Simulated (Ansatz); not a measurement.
## NaYMo2, from a guessed structure to a relaxed one

This structure for NaYMo2 is made up. Its elements were placed in a known structure type with a cell scaled to their sizes. What cell does the guess relax to, and how far off was it?

Main program and level: Ansatz 0.2.0; DFT, PBE, plane-wave PAW, files of the set soft_1, scalar-relativistic, no spin, cell and ions relaxed at zero pressure; PAW set soft_1.

## (1) Set-up

It takes space group P-42_1m (No. 113, tetragonal). The conventional cell has a = 6.686 Å, b = 6.686 Å, c = 4.232 Å, α = 90.00°, β = 90.00°, γ = 90.00°. Nearest to Mo lie 2 Na at 2.67 Å and 3 Y at 2.81 to 2.88 Å. Nearest to Y lie 6 Mo at 2.81 to 2.88 Å. Nearest to Na lie 4 Mo at 2.67 Å. Farther neighbours are not listed.

## (2) Relaxation of the guess

The guess takes its coordinates from another compound and its volume from a rule, so the cell and any free coordinates are relaxed together.

The input, input.yaml:

```yaml
crystal:
  lattice:
    - [6.686, 0.0, 0.0]
    - [0.0, 6.686, 0.0]
    - [0.0, 0.0, 4.232]
  atoms:
    - { symbol: Mo, position: [0.2991, 0.2009, 0.2725] }
    - { symbol: Mo, position: [0.2009, 0.7009, 0.7275] }
    - { symbol: Mo, position: [0.7991, 0.2991, 0.7275] }
    - { symbol: Mo, position: [0.7009, 0.7991, 0.2725] }
    - { symbol: "Y", position: [0.0, 0.5, 0.2166] }
    - { symbol: "Y", position: [0.5, 0.0, 0.7834] }
    - { symbol: Na, position: [0.5, 0.5, 0.0] }
    - { symbol: Na, position: [0.0, 0.0, 0.0] }
kpoints:
  mp_grid: { grid: [4, 4, 6] }
scf:
  occupations: { method: fermi_dirac, width: 0.05 }
hamiltonian:
  xc: pbe
  pseudopotentials: { kind: paw, azcp: { folder: soft_1 } }
relax:
  f_tol: 0.015
  max_steps: 70
  cell: {}
output:
  forces: true
  stress: true
```

Command:

```sh
$ ansatz run input.yaml --threads 4 --pin off --max-ram 10240MiB --backend cpu --events-out ev --progress --plain --runs-dir out
```

Numbers of over 12 decimals in the logs are rounded to 6 here.

The program printed:

```text
Engine: ansatz 0.2.0, x86_64-unknown-linux-gnu
Pseudopotentials: kind: paw
Pseudopotential: Mo, paw, valence charge 14, recommended cutoff 420 eV (normal), soft_1/Mo.paw.azcp
Pseudopotential: Y, paw, valence charge 11, recommended cutoff 420 eV (normal), soft_1/Y.paw.azcp
Pseudopotential: Na, paw, valence charge 9, recommended cutoff 420 eV (normal), soft_1/Na.paw.azcp
Functional definition: PBE
  parameter kappa = 0.804
  parameter beta = 0.066725
  exchange = pbe_x(kappa = kappa, mu = beta*pi^2/3)
  correlation = pbe_c(beta = beta)
Crystal: 8 atoms, lattice volume = 189.181 Å³
Basis set: ecut = 420 eV, 3663 PW (Γ), exchange–correlation on 90×90×60 points (8 copies of the dense FFT grid, shifted against one another)
Bands: 58, of which v1, the nominal top of the filled ones, is band 48 counted from 1 (47 counted from 0)
Symmetry: 8 space group operations
Space group: P-421m (ITA 113), of the structure as read, at distance tolerance 5.7e-5 Å
k-points: 24 of 96 (time reversal used)
Non-local potential: Mo, projectors of the file, l = 0: 3, l = 1: 2, l = 2: 2, l = 3: 1
Non-local potential: Y, projectors of the file, l = 0: 3, l = 1: 2, l = 2: 2, l = 3: 1
Non-local potential: Na, projectors of the file, l = 0: 3, l = 1: 2, l = 2: 1
PAW form: soft (Blöchl's): semilocal exchange-correlation on the pseudo side does not see the compensation charge
PAW one-centre angular grid: Mo, 590 points (default); XC on 64 Gauss nodes
PAW one-centre angular grid: Y, 590 points (default); XC on 64 Gauss nodes
PAW one-centre angular grid: Na, 110 points (default); XC on 64 Gauss nodes
Initial density: superposition of atomic densities (chi_scale 0.1, normalization cell, long waves kept (reshape's long-wave potential 0.00 eV rms))
Initial wavefunctions: pseudopotential atomic-orbital guess
Functional: x = pbe(κ = 0.804, μ = 0.219515), c = pbe(β = 0.066725)
SCF iter   1: F=—  HF=-30492.001609 eV  |F-HF|=—  |Δ(HF+E_count)|=         —  Δρ=1.55e-1  dr2=1.05e2  ethr=3.10e-3  ⟨swp⟩=6.0  Hψ=4614  notcnv=0
preconditioner: auto → Kerker (q_TF=auto, 2.437 Å⁻¹)  [metal: Δε(μ)=0.006 eV  Ē_g=2.742 eV  σ=0.050 eV  W_gap=0.03  n_scr=46 (ndim 8)  ℏωp=15.3 eV  f_vac=0.000  D(μ)=7.47/eV (n_scr^D=66)]
SCF iter   2: F=—  HF=-30477.509805 eV  |F-HF|=—  |Δ(HF+E_count)|=    1.45e1  Δρ=4.25e-2  dr2=7.89e0  ethr=3.10e-3  ⟨swp⟩=3.2  Hψ=3644  notcnv=0  defer=1
SCF iter   3: F=—  HF=-30476.384501 eV  |F-HF|=—  |Δ(HF+E_count)|=    1.13e0  Δρ=1.08e-2  dr2=2.40e-1  ethr=3.10e-3  ⟨swp⟩=2.6  Hψ=2082  notcnv=0
SCF iter   4: F=—  HF=-30476.350895 eV  |F-HF|=—  |Δ(HF+E_count)|=   3.36e-2  Δρ=3.67e-3  dr2=2.98e-2  ethr=2.50e-4  ⟨swp⟩=2.8  Hψ=2813  notcnv=0
SCF iter   5: F=—  HF=-30476.344192 eV  |F-HF|=—  |Δ(HF+E_count)|=   6.70e-3  Δρ=1.12e-3  dr2=3.33e-3  ethr=3.11e-5  ⟨swp⟩=2.2  Hψ=1833  notcnv=0
SCF iter   6: F=—  HF=-30476.343598 eV  |F-HF|=—  |Δ(HF+E_count)|=   5.94e-4  Δρ=5.26e-4  dr2=5.81e-4  ethr=3.46e-6  ⟨swp⟩=2.2  Hψ=1777  notcnv=0
SCF iter   7: F=—  HF=-30476.343434 eV  |F-HF|=—  |Δ(HF+E_count)|=   1.64e-4  Δρ=1.26e-4  dr2=4.11e-5  ethr=6.05e-7  ⟨swp⟩=2.1  Hψ=1969  notcnv=0
SCF iter   8: F=—  HF=-30476.343409 eV  |F-HF|=—  |Δ(HF+E_count)|=   2.51e-5  Δρ=4.15e-5  dr2=3.03e-6  ethr=4.28e-8  ⟨swp⟩=2.1  Hψ=1914  notcnv=0
SCF iter   9: F=—  HF=-30476.343409 eV  |F-HF|=—  |Δ(HF+E_count)|=   1.14e-7  Δρ=1.78e-5  dr2=4.08e-7  ethr=3.15e-9  ⟨swp⟩=2.8  Hψ=2558  notcnv=0
SCF iter  10: F=-30476.343409 eV  HF=-30476.343409 eV  |F-HF|=2.29e-9  |Δ(HF+E_count)|=   1.63e-8  Δρ=2.84e-6  dr2=1.48e-8  ethr=1.04e-10  ⟨swp⟩=4.2  Hψ=4271  notcnv=0
SCF 1 converged in 10 iterations: F = -30476.343409 eV  dr2 = 1.48e-8
  greatest PAW one-centre occupation: 0.999 electrons in one spin orbital (limit 2), on the Na atom at site 7 (counted from 0), in its partial waves of l = 0
relax step   1: F+E_penalty+E_count = -30476.34340899 eV  Δ(F+E_penalty+E_count) = +0.000e0 eV  max|allowed force component| = 1.751e0 eV/Å  Δτ_max = 0.0000 Å  P = -0.547 GPa  Ω = 189.181 Å³  (10 SCF iters, dr2 threshold 1.00e-7 eV, accepted)
Crystal: 8 atoms, lattice volume = 184.281 Å³
Basis set: ecut = 420 eV, 3605 PW (Γ), exchange–correlation on 90×90×60 points (8 copies of the dense FFT grid, shifted against one another)
Initial density: handed on by an earlier stage of this run
Initial wavefunctions: those handed on with the density
iter 1 solved again at ethr=6.32e-4 eV; its pass at ethr=3.10e-3 eV (dr2=6.07e-1 eV) is discarded
SCF iter   1: F=—  HF=-30478.125148 eV  |F-HF|=—  |Δ(HF+E_count)|=         —  Δρ=1.76e-2  dr2=6.12e-1  ethr=6.32e-4  ⟨swp⟩=1.0  Hψ=6881  notcnv=0
preconditioner: auto → Kerker (q_TF=auto, 2.447 Å⁻¹)  [metal: Δε(μ)=0.043 eV  Ē_g=2.130 eV  σ=0.050 eV  W_gap=0.21  n_scr=46 (ndim 8)  ℏωp=15.5 eV  f_vac=0.000  D(μ)=11.96/eV (n_scr^D=136)]
SCF iter   2: F=—  HF=-30478.012675 eV  |F-HF|=—  |Δ(HF+E_count)|=   1.12e-1  Δρ=8.63e-3  dr2=1.42e-1  ethr=6.32e-4  ⟨swp⟩=2.0  Hψ=1576  notcnv=0
SCF iter   3: F=—  HF=-30477.986894 eV  |F-HF|=—  |Δ(HF+E_count)|=   2.58e-2  Δρ=2.21e-3  dr2=1.19e-2  ethr=1.48e-4  ⟨swp⟩=2.0  Hψ=1973  notcnv=0
SCF iter   4: F=—  HF=-30477.985669 eV  |F-HF|=—  |Δ(HF+E_count)|=   1.22e-3  Δρ=4.65e-4  dr2=5.29e-4  ethr=1.24e-5  ⟨swp⟩=2.2  Hψ=1751  notcnv=0
SCF iter   5: F=—  HF=-30477.985638 eV  |F-HF|=—  |Δ(HF+E_count)|=   3.10e-5  Δρ=1.47e-4  dr2=4.88e-5  ethr=5.51e-7  ⟨swp⟩=2.0  Hψ=1777  notcnv=0
SCF iter   6: F=—  HF=-30477.985634 eV  |F-HF|=—  |Δ(HF+E_count)|=   3.26e-6  Δρ=4.88e-5  dr2=5.97e-6  ethr=5.08e-8  ⟨swp⟩=2.0  Hψ=1746  notcnv=0
SCF iter   7: F=-30477.985634 eV  HF=-30477.985634 eV  |F-HF|=1.18e-7  |Δ(HF+E_count)|=   5.15e-7  Δρ=1.51e-5  dr2=4.00e-7  ethr=8.33e-10  ⟨swp⟩=4.2  Hψ=4927  notcnv=0
SCF 2 converged in 7 iterations: F = -30477.985634 eV  dr2 = 4.00e-7
relax step   2: F+E_penalty+E_count = -30477.98563381 eV  Δ(F+E_penalty+E_count) = -1.642e0 eV  max|allowed force component| = 1.728e0 eV/Å  Δτ_max = 0.1990 Å  P = -1.079 GPa  Ω = 184.281 Å³  energy of the carried Pulay correction = +3.405e-4 eV  (7 SCF iters, dr2 threshold 8.00e-7 eV, accepted)
Crystal: 8 atoms, lattice volume = 179.656 Å³
Basis set: ecut = 420 eV, 3509 PW (Γ), exchange–correlation on 90×90×60 points (8 copies of the dense FFT grid, shifted against one another)
iter 1 solved again at ethr=5.90e-4 eV; its pass at ethr=3.10e-3 eV (dr2=5.66e-1 eV) is discarded
SCF iter   1: F=—  HF=-30479.401491 eV  |F-HF|=—  |Δ(HF+E_count)|=         —  Δρ=1.62e-2  dr2=5.71e-1  ethr=5.90e-4  ⟨swp⟩=1.0  Hψ=6436  notcnv=0
[...]
relax step  12: F+E_penalty+E_count = -30488.09706341 eV  Δ(F+E_penalty+E_count) = -2.502e-1 eV  max|allowed force component| = 8.510e-2 eV/Å  Δτ_max = 0.0576 Å  P = +0.080 GPa  Ω = 155.129 Å³  energy of the carried Pulay correction = +2.729e-3 eV  (6 SCF iters, dr2 threshold 8.00e-7 eV, accepted)
relax step  13: F+E_penalty+E_count = -30488.09928508 eV  Δ(F+E_penalty+E_count) = -2.222e-3 eV  max|allowed force component| = 3.168e-2 eV/Å  Δτ_max = 0.1367 Å  P = +0.570 GPa  Ω = 154.537 Å³  energy of the carried Pulay correction = +2.785e-3 eV  (6 SCF iters, dr2 threshold 8.00e-7 eV, accepted)
relax step  14: F+E_penalty+E_count = -30488.11412722 eV  Δ(F+E_penalty+E_count) = -1.484e-2 eV  max|allowed force component| = 2.726e-2 eV/Å  Δτ_max = 0.1242 Å  P = -0.095 GPa  Ω = 155.321 Å³  energy of the carried Pulay correction = +2.711e-3 eV  (6 SCF iters, dr2 threshold 8.00e-7 eV, accepted)
relax step  15: F+E_penalty+E_count = -30488.11578845 eV  Δ(F+E_penalty+E_count) = -1.661e-3 eV  max|allowed force component| = 8.320e-4 eV/Å  Δτ_max = 0.0245 Å  P = -0.025 GPa  Ω = 155.284 Å³  energy of the carried Pulay correction = +2.715e-3 eV  (6 SCF iters, dr2 threshold 1.50e-7 eV, accepted)
relax step  16: F+E_penalty+E_count = -30488.12589002 eV  Δ(F+E_penalty+E_count) = -1.010e-2 eV  max|allowed force component| = 9.288e-4 eV/Å  Δτ_max = 0.0000 Å  P = +0.119 GPa  Ω = 155.284 Å³  stress off target by 4.14e-1 GPa  SCF on the basis re-selected at this cell (its energy is not comparable with the rows above)  (7 SCF iters)
relax step  17: F+E_penalty+E_count = -30488.12644862 eV  Δ(F+E_penalty+E_count) = -5.586e-4 eV  max|allowed force component| = 1.102e-4 eV/Å  Δτ_max = 0.0031 Å  P = +0.006 GPa  Ω = 155.459 Å³  energy of the carried Pulay correction = -1.910e-5 eV  (6 SCF iters, dr2 threshold 4.29e-7 eV, accepted)
iter 1 solved again at ethr=1.15e-7 eV; its pass at ethr=3.10e-3 eV (dr2=1.10e-4 eV) is discarded
SCF iter   1: F=—  HF=-30488.126528 eV  |F-HF|=—  |Δ(HF+E_count)|=         —  Δρ=1.83e-5  dr2=1.86e-8  ethr=1.15e-7  ⟨swp⟩=3.3  Hψ=7745  notcnv=0
eigensolver tolerance schedule: the retry pair's looser diagonalisation over-reported the residual by 5923.70 of it (diagonalisation noise at 0.28 of the residual, at the tolerance the schedule requests for it); recorded, not acted on — ethr = c·dr2/N_el stays at c = 1.0e-1
preconditioner: auto → Kerker (q_TF=auto, 2.518 Å⁻¹)  [metal: Δε(μ)=0.023 eV  Ē_g=3.138 eV  σ=0.050 eV  W_gap=0.12  n_scr=32 (ndim 8)  ℏωp=16.8 eV  f_vac=0.000  D(μ)=5.11/eV (n_scr^D=30)]
SCF iter   2: F=—  HF=-30488.126466 eV  |F-HF|=—  |Δ(HF+E_count)|=   6.13e-5  Δρ=9.33e-6  dr2=4.57e-9  ethr=1.93e-11  ⟨swp⟩=3.0  Hψ=3484  notcnv=0
SCF iter   3: F=—  HF=-30488.126467 eV  |F-HF|=—  |Δ(HF+E_count)|=   4.93e-7  Δρ=3.32e-6  dr2=6.32e-10  ethr=4.76e-12  ⟨swp⟩=1.5  Hψ=1414  notcnv=0
iter 4 did not close the SCF: its close was put off for the readings that it lacked (scf_convergence_deferred on its scf_iter line)
SCF iter   4: F=-30488.126467 eV  HF=-30488.126467 eV  |F-HF|=1.46e-11  |Δ(HF+E_count)|=   7.09e-8  Δρ=1.15e-7  dr2=2.41e-11  ethr=1.00e-12  ⟨swp⟩=1.7  Hψ=1652  notcnv=0
iter 5 did not close the SCF: its close was put off for the readings that it lacked (scf_convergence_deferred on its scf_iter line)
SCF iter   5: F=-30488.126467 eV  HF=-30488.126467 eV  |F-HF|=3.64e-12  |Δ(HF+E_count)|=  3.64e-12  Δρ=3.79e-8  dr2=2.61e-12  ethr=1.00e-12  ⟨swp⟩=1.0  Hψ=1392  notcnv=0
iter 6 did not close the SCF: its close was put off for the readings that it lacked (scf_convergence_deferred on its scf_iter line)
SCF iter   6: F=-30488.126467 eV  HF=-30488.126467 eV  |F-HF|=3.64e-12  |Δ(HF+E_count)|=  3.64e-12  Δρ=1.62e-8  dr2=3.73e-13  ethr=1.00e-12  ⟨swp⟩=1.0  Hψ=1392  notcnv=0
iter 7 did not close the SCF: its close was put off for the readings that it lacked (scf_convergence_deferred on its scf_iter line)
SCF iter   7: F=-30488.126467 eV  HF=-30488.126467 eV  |F-HF|=7.28e-12  |Δ(HF+E_count)|=  7.28e-12  Δρ=7.20e-9  dr2=9.22e-14  ethr=1.00e-12  ⟨swp⟩=1.0  Hψ=1392  notcnv=0
SCF iter   8: F=-30488.126467 eV  HF=-30488.126467 eV  |F-HF|=0.00e0  |Δ(HF+E_count)|=  7.28e-12  Δρ=2.24e-9  dr2=1.06e-14  ethr=1.00e-12  ⟨swp⟩=1.7  Hψ=3333  notcnv=0
SCF 18 converged in 8 iterations: F = -30488.126467 eV  dr2 = 1.06e-14
  greatest PAW one-centre occupation: 0.999 electrons in one spin orbital (limit 2), on the Na atom at site 6 (counted from 0), in its partial waves of l = 0
relax step  18: F+E_penalty+E_count = -30488.12646692 eV  Δ(F+E_penalty+E_count) = -1.829e-5 eV  max|allowed force component| = 1.151e-4 eV/Å  Δτ_max = 0.0000 Å  P = +0.006 GPa  Ω = 155.459 Å³  stress off target by 2.76e-2 GPa  SCF on the basis re-selected at this cell (its energy is not comparable with the rows above)  (8 SCF iters)
basis re-selected at this cell: Δ(F+E_penalty+E_count) = -1.829e-5 eV, ΔP = -0.000 GPa vs the last step (what re-selecting the basis moved, of the pressure what is left beyond the Pulay correction that the steps carried, after the strain that the cell walked since its last selection, with what the two solves' SCF thresholds leave and, on support functions, any second-order correction that the steps lacked; it is no m [...]
SCF converged after 8 iterations
Free energy (F): -30488.126467 eV
Harris-Foulkes:  -30488.126467 eV  (|F-HF|=0.00e0)
Internal energy: -30488.082390 eV  (E = F + TS)
E sigma→0 (E₀):  -30488.104428 eV
Entropy (-TS):   -0.044077 eV (-5.510 meV/atom)
Fermi energy:    13.485948 eV
--- Per-component energies (eV) ---
  E_band       = -1012.082927
  E_kinetic    = 2547.021385
  E_local      = -7653.174353  (includes V_loc(G=0)·N_el)
  E_nonlocal   = 1213.434944
  E_hartree    = 2588.478590
  E_xc         = -1133.263633
  E_vxc        = -1381.028941  (∫ρ·V_xc dr)
  E_paw        = -19067.358493  (= ΣΔE_a)
  E_vpaw       = -915.293400  (= ΣTr[D̂ρ^β])
  E_aug_tail   = 0.000260  (compensation charges beyond the density's cutoff)
  E_ewald      = -8983.221090
  E_smearing   = -0.044077  (= −TS)
  E_closure    = 0.000000  (closes the sum)
  Σ components = -30488.126467   (vs F -30488.126467, Δ=0.00e0)
--- Forces (eV/Å), atoms counted from 1 ---
  atom   1  Mo    -0.00011512     0.00011512    -0.00009166
  atom   2  Mo     0.00011512     0.00011512     0.00009166
  atom   3  Mo    -0.00011512    -0.00011512     0.00009166
  atom   4  Mo     0.00011512    -0.00011512    -0.00009166
  atom   5  Y      0.00000000     0.00000000     0.00004825
  atom   6  Y     -0.00000000    -0.00000000    -0.00004825
  atom   7  Na    -0.00000000     0.00000000     0.00000000
  atom   8  Na     0.00000000     0.00000000     0.00000000
  max |Σ_I F_I| component: 1.04e-17 eV/Å
--- Stress (GPa, compression-positive) ---
       -0.004332       0.000000      -0.000000
        0.000000      -0.004332      -0.000000
       -0.000000      -0.000000       0.027642
  P = ⅓ Tr σ = 0.0063 GPa (0.063 kbar)
--- Relaxed structure (16 steps of the walk, 16 accepted, 2 SCFs on fresh bases) ---
  F+E_penalty+E_count = -30488.12646692 eV   max|allowed force component| = 1.151e-4 eV/Å   (the final SCF, on the basis selected at the relaxed cell)
  cell:  # Å, volume = 155.4593 Å³
    - [5.538329, 0, 0.0]
    - [0, 5.538329, 0]
    - [0.0, 0, 5.068264]
  atoms:
    - { symbol: Mo, position: [0.234478, 0.265522, 0.500002] }
    - { symbol: Mo, position: [0.265522, 0.765522, 0.499998] }
    - { symbol: Mo, position: [0.734478, 0.234478, 0.499998] }
    - { symbol: Mo, position: [0.765522, 0.734478, 0.500002] }
    - { symbol: Y, position: [-5.837762220980878e-19, 0.5, -1.9310221571925217e-6] }
    - { symbol: Y, position: [0.5, -1.522277579151611e-18, 1.000002] }
    - { symbol: Na, position: [0.5, 0.5, 2.638771828119257e-18] }
    - { symbol: Na, position: [-5.837762220980884e-19, -1.5222775791516115e-18, 2.638771828119257e-18] }
```

Run time: 51 s. Hardware: 4 threads of Intel Xeon Platinum 8559C (Emerald Rapids), shared host; peak memory 0.66 GiB.

Relaxation path:

| step | energy less that of the first step (eV) | largest force component (eV/Å) | pressure (GPa) | volume (Å³) |
| --- | --- | --- | --- | --- |
| 1 | 0.0000 | 1.7508 | -0.55 | 189.18 |
| 2 | -1.6422 | 1.7278 | -1.08 | 184.28 |
| 3 | -2.9268 | 1.6609 | -0.69 | 179.66 |
| 4 | -4.3499 | 2.0090 | -0.43 | 174.64 |
| 5 | -6.0115 | 1.7211 | -1.03 | 170.37 |
| 6 | -7.5808 | 1.3599 | -1.34 | 166.08 |
| 7 | -8.6070 | 0.6913 | -0.24 | 161.41 |
| 8 | -9.2925 | 0.6913 | 1.31 | 157.94 |
| 9 | -10.0934 | 0.8739 | 1.48 | 156.66 |
| 10 | -10.8655 | 0.9260 | 2.20 | 154.34 |
| 11 | -11.5034 | 0.3662 | 1.39 | 154.05 |
| 12 | -11.7537 | 0.0851 | 0.08 | 155.13 |
| 13 | -11.7559 | 0.0317 | 0.57 | 154.54 |
| 14 | -11.7707 | 0.0273 | -0.10 | 155.32 |
| 15 | -11.7724 | 0.0008 | -0.02 | 155.28 |
| 16* | -11.7825 | 0.0009 | 0.12 | 155.28 |
| 17 | -11.7830 | 0.0001 | 0.01 | 155.46 |
| 18* | -11.7831 | 0.0001 | 0.01 | 155.46 |

Relaxation steps marked * repeat the geometry before them on a plane-wave basis chosen anew for their cell, so energy and pressure can jump there.

The run keeps the 8 symmetry operations that it works with, so distortions that break them were not tested.

| cell as run | before | after | change |
| --- | --- | --- | --- |
| a (Å) | 6.686 | 5.538 | -17.2 % |
| b (Å) | 6.686 | 5.538 | -17.2 % |
| c (Å) | 4.232 | 5.068 | +19.8 % |
| volume (Å³/atom) | 23.65 | 19.43 | -17.8 % |

The atoms that moved most (Å, as changes of fractional coordinates times the final cell):

```csv
atom,dx,dy,dz,length
Mo2,0.358,0.358,-1.153,1.259
Mo3,-0.358,-0.358,-1.153,1.259
Mo1,-0.358,0.358,1.153,1.259
Mo4,0.358,-0.358,1.153,1.259
Y6,0.000,0.000,1.098,1.098
Y5,0.000,0.000,-1.098,1.098
```

The relaxed structure:

```
Mo Y Na
1.0
     5.53833    0.00000    0.00000
     0.00000    5.53833    0.00000
     0.00000    0.00000    5.06826
Mo Y Na
4 2 2
Direct
  0.23448 0.26552 0.50000
  0.26552 0.76552 0.50000
  0.73448 0.23448 0.50000
  0.76552 0.73448 0.50000
  0.00000 0.50000 0.00000
  0.50000 0.00000 0.00000
  0.50000 0.50000 0.00000
  0.00000 0.00000 0.00000
```

Numbers from this step:

```yaml
free_energy: -30488.1265 eV
energy_at_zero_smearing: -30488.1044 eV
smearing_term_ts: 0.04408 eV
fermi_energy: 13.49 eV
electrons: 96
symmetry_operations: 8
pressure: 0.006326 GPa
```

Shortest distances by pair of elements, guess and relaxed (not always the same contact):

| pair | guess (Å) | relaxed (Å) |
| --- | --- | --- |
| Na–Y | 3.466 | 2.769 |
| Mo–Mo | 3.799 | 2.774 |
| Mo–Y | 2.809 | 3.130 |
| Mo–Na | 2.671 | 3.205 |
| Na–Na | 4.232 | 3.916 |

The relaxation ends with a largest force component of 1.2e-4 eV/Å and a pressure of 0.01 GPa.

## (3) Summary of results

| Item | Value |
| --- | --- |
| space group, relaxed | P4/mbm |
| conventional cell | a = 5.538, b = 5.538, c = 5.068 Å; α = 90.0°, β = 90.0°, γ = 90.0° |
| volume per atom | 19.43 Å³ (guess 23.65) |

**Reading.** NaYMo2 relaxes to P4/mbm with a = 5.538, b = 5.538 and c = 5.068 Å. The guessed volume was 22 % too large. The symmetry rose from P-42_1m to P4/mbm, so the distortion of the structure type doesn't survive with these elements. Mesh and cutoff weren't tested. A vector of the cell changed its length by 20 %, more than the volume shows. No dispersion term is used, so weakly bound directions may come out too long. The runs have no spin, and magnetism wasn't tested. Nothing here tests whether the compound is stable against decomposition.

[Logs are printed without paths, hosts, clocks, repeated set-up lines and the standing remarks that a program may print on its own settings, such as how far it seeks lower states.]

[Hosts, paths, dates, database ids (printed as entryN), source tags and the programs' standing remarks are cut or masked in the printed files.]
